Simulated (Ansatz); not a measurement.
# Does disorder add resistance in series? V(100) layers displaced at 500 K

Two lengths of the disordered region are known. What area resistance does the third give?

**Method.** Ansatz 0.2.0, plane waves with PAW datasets at their recommended cutoffs (420 eV for most), Fermi-Dirac smearing; ballistic transmission by layer matching. The area resistance is RA = A (h/2e²)(1/T − 1/N), with T the zone-mean transmission per spin and N the lead's channels, both averaged over a few energies near the Fermi level; for magnets each spin is taken apart, with h/e², and the two conduct in parallel. Lateral cell 2x2, PBE, a fresh random draw for each length. Atoms are displaced independently, by 0.100 Å r.m.s. per direction; each RA is scaled by the nominal over the drawn mean square displacement.

Results; the value marked ? is to be predicted:

| length (Å) | channels N | RA (fΩ m²) |
| --- | --- | --- |
| 6.05 | 9.984 | 0.356 |
| 12.1 | 9.901 | 0.531 |
| 18.2 | 9.901 | ? |

Worked fit:

Ohm's law makes RA linear in the length: the slope is (0.531 − 0.356)/(12.1 − 6.05) = 0.0289 fΩ m² per Å, or 29 µΩ cm. Then 0.531 + 0.0289 × 6.05. Predicted: 0.705 fΩ m².

What the run gave:

0.748 fΩ m², so the prediction is 5.7 % too low. The three lengths together give 32 µΩ cm. The two increments are 0.17 and 0.22 fΩ m², roughly as Ohm's law has it, though with one draw for each length that is a weak test.

Caveats: The scatterers repeat sideways with the small cell. The slope is a raw one; a model of isotropic scattering puts it 1.02 times the bulk value over these lengths.
